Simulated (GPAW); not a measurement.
**SiO2 (Stishovite, P4_2/mnm): the Si K absorption edge**

What does one-electron theory with a core hole give for the Si K edge of SiO2 (Stishovite, P4_2/mnm)?

Main program and level: GPAW 26.7.0; X-ray absorption from dipole matrix elements to empty bands, plane-wave PAW PBE.

**1. Set-up**

The structure is tetragonal, space group P4_2/mnm (No. 136). Conventional cell: a = 4.177 Å, b = 4.177 Å, c = 2.665 Å, α = 90.00°, β = 90.00°, γ = 90.00°. Nearest to Si lie 6 O at 1.76 to 1.81 Å. Nearest to O lie 3 Si at 1.76 to 1.81 Å. Farther neighbours and most contacts between anions are not listed.

As a file:

```cif
data_structure
_symmetry_space_group_name_H-M 'P 1'
_symmetry_Int_Tables_number 1
_cell_length_a 4.1773
_cell_length_b 4.1773
_cell_length_c 2.6652
_cell_angle_alpha 90.000
_cell_angle_beta 90.000
_cell_angle_gamma 90.000
_cell_volume 46.51
loop_
_atom_site_label
_atom_site_type_symbol
_atom_site_fract_x
_atom_site_fract_y
_atom_site_fract_z
_atom_site_occupancy
Si1 Si 0.50000 0.50000 0.50000 1
Si2 Si 0.00000 0.00000 0.00000 1
O3 O 0.80590 0.19410 0.50000 1
O4 O 0.69410 0.69410 0.00000 1
O5 O 0.19410 0.80590 0.50000 1
O6 O 0.30590 0.30590 0.00000 1
```

**2. Ground state of the crystal**

The ground state comes first: it tells whether the system has a gap, which decides how the excited electron is treated.

Input file scf.py:

```python
import numpy as np
from ase import Atoms
from ase.parallel import parprint, paropen
from gpaw import GPAW, PW, FermiDirac, Mixer, MixerDif, setup_paths
from gpaw.test import gen
setup_paths.insert(0, '.')
gen('Si', name='nch1s', xcname='PBE', corehole=(1, 0, 0), write_xml=True)

atoms = Atoms('Si2O4',
    cell=[[4.1773, 0, 0],
     [0, 4.1773, 0],
     [0, 0, 2.6652]],
    scaled_positions=[[0.5, 0.5, 0.5],
     [0, 0, 0],
     [0.8059, 0.1941, 0.5],
     [0.6941, 0.6941, 0],
     [0.1941, 0.8059, 0.5],
     [0.3059, 0.3059, 0]],
    pbc=True)
atoms.calc = calc = GPAW(legacy_gpaw=True, mode=PW(500), xc='PBE', setups={0: 'nch1s'},
    kpts={'size': (6, 6, 9), 'gamma': True}, occupations=FermiDirac(0.05),
    charge=0, mixer=Mixer(0.1, 5, 50), maxiter=150,
    convergence={'density': 0.0001}, txt='scf.txt')
energy = atoms.get_potential_energy() + calc.get_reference_energy()
ef = calc.get_fermi_level()
out = dict(energy=energy, fermi=ef, forces=atoms.get_forces().tolist())
parprint(f'all-electron energy {energy:.4f} eV, Fermi level {ef:.4f} eV')
ev = np.array([[calc.get_eigenvalues(k, s) for k in range(len(calc.get_ibz_k_points()))] for s in range(calc.get_number_of_spins())])
out['homo'], out['lumo'], out['counts'] = ev[ev < ef].max(), ev[ev > ef].min(), sorted(set((ev < ef).sum((0, 2)).tolist()))
out['filled'] = (ev[:, 0] < ef).sum(1).tolist()
import json
with paropen('out.json', 'w') as f:
    json.dump(out, f)
```

Command:

```sh
OMP_NUM_THREADS=1 python scf.py
```

Numbers of over 12 decimals in the logs are rounded to 6 here.

The program printed:

```text
Input parameters:
  convergence: {density: 0.0001}
  kpts: {gamma: True,
         size: (6, 6, 9)}
  maxiter: 150
  mixer: {backend: pulay,
          beta: 0.1,
          method: separate,
          nmaxold: 5,
          weight: 50}
  mode: {ecut: 500.0,
         name: pw}
  occupations: {fixmagmom: False,
                name: fermi-dirac,
                width: 0.05}
  setups: {0: nch1s}
  xc: PBE

Initialize ...

[... PAW data sets ...]

Reference energy: -23936.097949  # eV

Spin-paired calculation

[... convergence settings ...]
Symmetries present (total): 8
  [... symmetry matrices ...]

324 k-points: 6 x 6 x 9 Monkhorst-Pack grid + [1/12,1/12,0.000000]
65 k-points in the irreducible part of the Brillouin zone
       k-points in crystal coordinates                weights
   0:     0.00000000    0.00000000    0.00000000          1/324
   1:     0.00000000    0.00000000    0.11111111          2/324
   2:     0.00000000    0.00000000    0.22222222          2/324
   3:     0.00000000    0.00000000    0.33333333          2/324
   4:     0.00000000    0.00000000    0.44444444          2/324
   5:     0.16666667   -0.16666667    0.00000000          2/324
   6:     0.16666667   -0.16666667    0.11111111          4/324
   7:     0.16666667   -0.16666667    0.22222222          4/324
   8:     0.16666667   -0.16666667    0.33333333          4/324
   9:     0.16666667   -0.16666667    0.44444444          4/324
          ...
  64:     0.50000000    0.50000000    0.44444444          2/324

Wave functions: Plane wave expansion
  Cutoff energy: 500.000 eV
  Number of coefficients (min, max): 1164, 1201
  Pulay-stress correction: 0.000000 eV/Ang^3 (de/decut=0.000000)
  Using FFTW library
  Wavefunction extrapolation:
    Improved wavefunction reuse through dual PAW basis

Occupation numbers: Fermi-Dirac:
  width: 0.0500  # eV

Eigensolver
   Davidson(niter=2)

Densities:
  Coarse grid: 24*24*14 grid
  Fine grid: 48*48*28 grid
  Total Charge: 0.000000

Density mixing:
  Method: separate
  Backend: pulay
  Linear mixing parameter: 0.1
  old densities: 5
  Width of damping distribution: 1.1
  Damping of long wavelength oscillations: 50

[... Hamiltonian set-up ...]
Number of atoms: 6
Number of atomic orbitals: 24
Number of bands in calculation: 24
Number of valence electrons: 32
Bands to converge: occupied

... initialized

Initializing position-dependent things.

Density initialized from atomic densities
Creating initial wave functions:
  24 bands from LCAO basis set

Positions:
   0 Si     2.088650    2.088650    1.332600    ( 0.0000,  0.0000,  0.0000)
   1 Si     0.000000    0.000000    0.000000    ( 0.0000,  0.0000,  0.0000)
   2 O      3.366486    0.810814    1.332600    ( 0.0000,  0.0000,  0.0000)
   3 O      2.899464    2.899464    0.000000    ( 0.0000,  0.0000,  0.0000)
   4 O      0.810814    3.366486    1.332600    ( 0.0000,  0.0000,  0.0000)
   5 O      1.277836    1.277836    0.000000    ( 0.0000,  0.0000,  0.0000)

Unit cell:
           periodic     x           y           z      points  spacing
  1. axis:    yes    4.177300    0.000000    0.000000    24     0.1741
  2. axis:    yes    0.000000    4.177300    0.000000    24     0.1741
  3. axis:    yes    0.000000    0.000000    2.665200    14     0.1904

  Lengths:   4.177300   4.177300   2.665200
  Angles:   90.000000  90.000000  90.000000

Effective grid spacing dv^(1/3) = 0.1793

iter:   1   -48.794687
iter:   2   -47.008219   -1.35  -0.78
iter:   3   -44.904641   -1.07  -0.88
iter:   4   -45.259086   -1.80  -1.28
iter:   5   -45.046230   -1.94  -1.52
iter:   6   -45.046236   -4.16  -2.64
iter:   7   -45.046180c  -4.60  -2.74
iter:   8   -45.046095c  -4.47  -2.91
iter:   9   -45.045943c  -5.44  -3.15
iter:  10   -45.046015c  -5.09  -3.44
iter:  11   -45.045929c  -5.40  -3.24
iter:  12   -45.045929c  -7.79c -4.46c

Converged after 12 iterations.

Dipole moment: (0.000000, 0.000000, -0.000000) |e|*Ang

Energy contributions relative to reference atoms: (reference = -23936.097949)

Kinetic:        +42.586799
Potential:      -32.494532
External:        +0.000000
XC:             -55.155733
Entropy (-ST):   -0.000000
Local:           +0.017537
SIC:             +0.000000
--------------------------
Free energy:    -45.045929
Extrapolated:   -45.045929

Showing only first 2 kpts
 Kpt  Band  Eigenvalues  Occupancy
  0    14      7.88082    2.00000
  0    15      8.74498    2.00000
  0    16     14.38199    0.00000
  0    17     15.47919    0.00000

  1    14      7.76940    2.00000
  1    15      8.60745    2.00000
  1    16     14.98350    0.00000
  1    17     16.37229    0.00000

Fermi level: 10.15837

Gap: 5.637 eV
Transition (v -> c):
  (s=0, k=0, n=15, [0.00, 0.00, 0.00]) -> (s=0, k=0, n=16, [0.00, 0.00, 0.00])
No difference between direct/indirect transitions

Forces in eV/Ang:
  0 Si    0.00000    0.00000    0.00000
  1 Si    0.00000    0.00000    0.00000
  2 O    -0.14767    0.14767    0.00000
  3 O     0.14767    0.14767    0.00000
  4 O     0.14767   -0.14767    0.00000
  5 O    -0.14767   -0.14767    0.00000
Scalar-relativistic atomic PBE calculation for Si (Silicon, Z=14)
Core hole in 1s state (1s occupation: 2.0)
450 radial gridpoints.
|------------------------------------------------|
|------------------------------------------------|
[... the atom generator's iteration count ...]

Energy contributions:
-------------------------
Kinetic:     +290.505138
XC:           -20.648327
Potential:   -559.674629
-------------------------
Total:       -289.817817

state      eigenvalue         ekin         rmax
-----------------------------------------------
1s^2.0 :   -65.623113    92.786473        0.073
2s^2.0 :    -5.126087    13.134468        0.455
2p^6.0 :    -3.511732    12.248328        0.388
3s^2.0 :    -0.397334     1.579131        1.789
3p^2.0 :    -0.149969     1.007513        2.155
-----------------------------------------------
(units: Bohr and Hartree)

Generating PAW setup
Kinetic energy of the core from tauc = 285.948705
Cutoffs:
rc(s)=2.000
rc(p)=2.000
rc(d)=2.000
rc(vbar)=1.800
rc(comp)=2.000
rc(nct)=2.000

Kinetic energy of the core states: 285.331851
Charge: 0.0
Core electrons: 10.0
Valence electrons: 4.0
Pseudo-core charge: 0.181389
Shape function alpha=2.500
Pseudo-electron charge 4.411452
state    eigenvalue         norm
--------------------------------
3s(2) :    -0.397334     1.109262
*s    :     0.602666
3p(2) :    -0.149969     1.005769
*p    :     0.850031
*d    :     0.000000
--------------------------------

Diagonalizing with gridspacing h=0.050

state   all-electron     PAW
-------------------------------
3s:      -0.397334    -0.397486
3p:      -0.149969    -0.150100
*d:                    0.031888
*f:                    0.068154
-------------------------------
all-electron energy -23981.1439 eV, Fermi level 10.1584 eV
```

Wall time 28 s (1 thread of Arm Neoverse V2, shared host); peak memory 0.21 GiB.

The mesh shows a gap of 5.64 eV, so the hole is first treated in a charged cell, without the excited electron.

**3. Spectrum without a core hole, Si atom 1**

Without a hole the spectrum is the empty density of states of the right symmetry on the absorber, weighted by matrix elements. It needs only the small cell and serves as the baseline. The data set with a hole of occupation 0 only carries the core orbital.

The absorber has 4 O at 1.76 Å and 2 O at 1.81 Å (octahedral, site symmetry mmm).

Input file xas.py:

```python
import numpy as np
from ase import Atoms
from ase.parallel import parprint, paropen
from gpaw import GPAW, PW, FermiDirac, Mixer, MixerDif, setup_paths
from gpaw.test import gen
setup_paths.insert(0, '.')
gen('Si', name='nch1s', xcname='PBE', corehole=(1, 0, 0), write_xml=True)

atoms = Atoms('Si2O4',
    cell=[[4.1773, 0, 0],
     [0, 4.1773, 0],
     [0, 0, 2.6652]],
    scaled_positions=[[0.5, 0.5, 0.5],
     [0, 0, 0],
     [0.8059, 0.1941, 0.5],
     [0.6941, 0.6941, 0],
     [0.1941, 0.8059, 0.5],
     [0.3059, 0.3059, 0]],
    pbc=True)
atoms.calc = calc = GPAW(legacy_gpaw=True, mode=PW(500), xc='PBE', setups={0: 'nch1s'},
    kpts={'size': (6, 6, 9), 'gamma': True}, occupations=FermiDirac(0.02),
    charge=0, mixer=Mixer(0.1, 5, 50), maxiter=150,
    convergence={'density': 0.0001}, txt='scf.txt')
energy = atoms.get_potential_energy() + calc.get_reference_energy()
ef = calc.get_fermi_level()
out = dict(energy=energy, fermi=ef, forces=atoms.get_forces().tolist())
parprint(f'all-electron energy {energy:.4f} eV, Fermi level {ef:.4f} eV')
ev = np.array([[calc.get_eigenvalues(k, s) for k in range(len(calc.get_ibz_k_points()))] for s in range(calc.get_number_of_spins())])
out['homo'], out['lumo'], out['counts'] = ev[ev < ef].max(), ev[ev > ef].min(), sorted(set((ev < ef).sum((0, 2)).tolist()))
out['filled'] = (ev[:, 0] < ef).sum(1).tolist()

from gpaw.xas import XAS
nb = int(calc.get_number_of_electrons() / 2) + 31
top = nb
nscf = calc.fixed_density(kpts={'size': (6, 6, 8), 'gamma': True},
    convergence={'eigenstates': 1.0}, txt='nscf.txt')
nscf.diagonalize_full_hamiltonian(nbands=nb)
cell = atoms.cell.array
ops = [cell.T @ U.T @ np.linalg.inv(cell.T) for U in nscf.wfs.kd.symmetry.op_scc]
filled = [16]  # bands filled in the ground state, by spin
E = np.arange(-25, 34, 0.1)
fwhm = np.interp(E, [4, 25], [0.9, 3.5])
Y, X, zero, highest = 0, 0, 1e9, 1e9
for spin in range(nscf.get_number_of_spins()):
    xas = XAS(nscf, mode='all', center=0, spin=spin)
    eps = xas.eps_kn
    d = xas.sigma_cmkn  # core-to-band dipole matrix elements, k weights included
    T = np.einsum('amkn,bmkn->abkn', d, d.conj()).real
    T = sum(np.einsum('ai,ijkn,bj->abkn', R, T, R) for R in ops) / len(ops)
    empty = np.ones_like(eps, bool) & (np.arange(nb) >= filled[spin])
    zero, highest = min(zero, eps[empty].min()), min(highest, eps[:, top - 1].min())
    lines = [(eps, T, empty)] if spin == 0 else lines + [(eps, T, empty)]
for eps, T, empty in lines:
    f = np.einsum('aakn->akn', T).reshape(3, -1)
    x = eps.ravel() - zero
    w = np.interp(x, E, fwhm) / 2.35482
    g = np.exp(-0.5 * ((E[:, None] - x) / w) ** 2) / (w * (2 * np.pi) ** 0.5)
    Y = Y + (f * empty.ravel()) @ g.T
    X = X + (f * ~empty.ravel()) @ g.T
out.update(E=E.round(2).tolist(), xas=Y.tolist(), xes=X.tolist(), zero=zero, valid=highest - zero, nk=len(eps), nb=nb)
for i in range(0, len(E), 10):
    parprint(f'{E[i]:7.2f}', *(f'{v:10.3e}' for v in Y[:, i]))
import json
with paropen('out.json', 'w') as f:
    json.dump(out, f)
```

Command:

```sh
OMP_NUM_THREADS=1 python xas.py
```

The program printed:

```text
Input parameters:
  convergence: {density: 0.0001}
  kpts: {gamma: True,
         size: (6, 6, 9)}
  maxiter: 150
  mixer: {backend: pulay,
          beta: 0.1,
          method: separate,
          nmaxold: 5,
          weight: 50}
  mode: {ecut: 500.0,
         name: pw}
  occupations: {fixmagmom: False,
                name: fermi-dirac,
                width: 0.02}
  setups: {0: nch1s}
  xc: PBE

Initialize ...

[...]
*p    :     0.850031
*d    :     0.000000
--------------------------------

Diagonalizing with gridspacing h=0.050

state   all-electron     PAW
-------------------------------
3s:      -0.397334    -0.397486
3p:      -0.149969    -0.150100
*d:                    0.031888
*f:                    0.068154
-------------------------------
all-electron energy -23981.1439 eV, Fermi level 9.7584 eV
[...]
32.00  6.828e-07  6.828e-07  9.917e-07
  33.00  2.340e-07  2.340e-07  4.351e-07
[key lines of the parts left out:]
Converged after 12 iterations.
Dipole moment: (0.000000, 0.000000, -0.000000) |e|*Ang
Free energy:    -45.045929
Fermi level: 9.75837
```

It took 5.3 min on 1 thread; peak memory 0.44 GiB.

The Si K spectrum, Si atom 1, no core hole (energy from the lowest empty level; intensity scaled to a mean of 1 over the first 20 eV; polarised curves are means over the symmetry-equivalent atoms):

```
E (eV)  isotropic  ε ⊥ c  ε ∥ c
  -2.0       0.00   0.00   0.00
  -1.0       0.00   0.00   0.00
   0.0       0.00   0.00   0.00
   1.0       0.02   0.02   0.02
   2.0       0.21   0.15   0.32
   3.0       0.57   0.65   0.40
   4.0       1.07   1.42   0.38
   5.0       1.64   1.88   1.16
   6.0       2.00   2.41   1.17
   7.0       2.00   2.09   1.81
   8.0       2.18   2.11   2.31
   9.0       2.09   1.94   2.39
  10.0       1.63   1.36   2.18
  11.0       1.04   0.83   1.45
  12.0       0.86   0.67   1.22
  13.0       0.84   0.59   1.35
  14.0       0.75   0.52   1.21
  15.0       0.58   0.47   0.81
  16.0       0.48   0.48   0.46
  17.0       0.51   0.58   0.38
  18.0       0.56   0.63   0.42
  19.0       0.62   0.67   0.52
  20.0       0.64   0.68   0.58
  21.0       0.59   0.62   0.52
  22.0       0.52   0.54   0.47
  23.0       0.51   0.52   0.49
  24.0       0.53   0.54   0.52
  25.0       0.52   0.54   0.48
  26.0       0.48   0.50   0.43
```

Main maxima below 24 eV (height): 8.3 eV (2.21) and 19.8 eV (0.65). A K edge sees empty p states on the absorber.

The same matrix elements for filled bands give the Si K emission of Si atom 1 (ground-state approximation; energy from the lowest empty level, largest value 1):

```
E (eV)  emission
-24.00      0.33
-23.25      0.04
-22.50      0.00
-21.75      0.00
-21.00      0.00
-20.25      0.00
-19.50      0.00
-18.75      0.00
-18.00      0.00
-17.25      0.00
-16.50      0.04
-15.75      0.20
-15.00      0.30
-14.25      0.42
-13.50      0.74
-12.75      0.82
-12.00      1.00
-11.25      0.96
-10.50      0.83
 -9.75      0.66
 -9.00      0.41
 -8.25      0.21
 -7.50      0.15
 -6.75      0.06
 -6.00      0.01
 -5.25      0.00
 -4.50      0.00
 -3.75      0.00
 -3.00      0.00
 -2.25      0.00
 -1.50      0.00
 -0.75      0.00
  0.00      0.00
  0.75      0.00
  1.50      0.00
  2.25      0.00
  3.00      0.00
```

Emission maxima: -24.2 eV (0.37) and -11.8 eV (1.00).

**4. Supercell without a hole, the energy reference**

The photon energy needs a difference of total energies, so the cell and mesh of the coming hole run are first run without a hole.

Edit scf.py of step 2 so:

```diff
@@ -8,15 +8,21 @@
 
-atoms = Atoms('Si2O4',
-    cell=[[4.1773, 0, 0],
-     [0, 4.1773, 0],
-     [0, 0, 2.6652]],
-    scaled_positions=[[0.5, 0.5, 0.5],
+atoms = Atoms('Si4O8',
+    cell=[[4.1773, 0, 2.6652],
+     [0, 4.1773, 2.6652],
+     [0, -4.1773, 2.6652]],
+    scaled_positions=[[0.5, 0.25, 0.75],
+     [0.5, 0.75, 0.25],
      [0, 0, 0],
-     [0.8059, 0.1941, 0.5],
-     [0.6941, 0.6941, 0],
-     [0.1941, 0.8059, 0.5],
-     [0.3059, 0.3059, 0]],
+     [0, 0.5, 0.5],
+     [0.8059, 0.9441, 0.75],
+     [0.8059, 0.4441, 0.25],
+     [0.6941, 0, 0.3059],
+     [0.6941, 0.5, 0.8059],
+     [0.1941, 0.5559, 0.75],
+     [0.1941, 0.0559, 0.25],
+     [0.3059, 0, 0.6941],
+     [0.3059, 0.5, 0.1941]],
     pbc=True)
 atoms.calc = calc = GPAW(legacy_gpaw=True, mode=PW(500), xc='PBE', setups={0: 'nch1s'},
-    kpts={'size': (6, 6, 9), 'gamma': True}, occupations=FermiDirac(0.05),
+    kpts={'size': (5, 5, 5), 'gamma': True}, occupations=FermiDirac(0.02),
     charge=0, mixer=Mixer(0.1, 5, 50), maxiter=150,
```

Command:

```sh
OMP_NUM_THREADS=1 python scf.py
```

The program printed:

```text
Input parameters:
  convergence: {density: 0.0001}
  kpts: {gamma: True,
         size: (5, 5, 5)}
  maxiter: 150
  mixer: {backend: pulay,
          beta: 0.1,
          method: separate,
          nmaxold: 5,
          weight: 50}
  mode: {ecut: 500.0,
         name: pw}
  occupations: {fixmagmom: False,
                name: fermi-dirac,
                width: 0.02}
  setups: {0: nch1s}
  xc: PBE

Initialize ...

[...]
--------------------------------
3s(2) :    -0.397334     1.109262
*s    :     0.602666
3p(2) :    -0.149969     1.005769
*p    :     0.850031
*d    :     0.000000
--------------------------------

Diagonalizing with gridspacing h=0.050

state   all-electron     PAW
-------------------------------
3s:      -0.397334    -0.397486
3p:      -0.149969    -0.150100
*d:                    0.031888
*f:                    0.068154
-------------------------------
all-electron energy -47962.2933 eV, Fermi level 9.7582 eV
[key lines of the parts left out:]
Converged after 16 iterations.
Dipole moment: (0.000000, -0.000000, 0.000000) |e|*Ang
Free energy:    -90.097637
Fermi level: 9.75817
```

Run time: 88 s. Hardware: 1 thread; peak memory 0.28 GiB.

Reference energy: -47962.293 eV with the cores included.

(Part 1 of 2 ends here.)

[Banner, clock and machine lines of the logs are left out without a mark of their own.]

[Logs are printed without paths, hosts, clocks, repeated set-up lines and the standing remarks that a program may print on its own settings, such as how far it seeks lower states.]

[Hosts, paths, dates, database ids (printed as entryN), source tags and the programs' standing remarks are cut or masked in the printed files.]

[Lists of maxima count a maximum above −3 eV only where it reaches 4 % of the highest in the window and stands out from its surroundings by 2 % of it (1.5 % where it reaches 55 %); shoulders and weaker maxima are passed over, and of the rest the first, up to two pre-edge ones and the few strongest are named.]
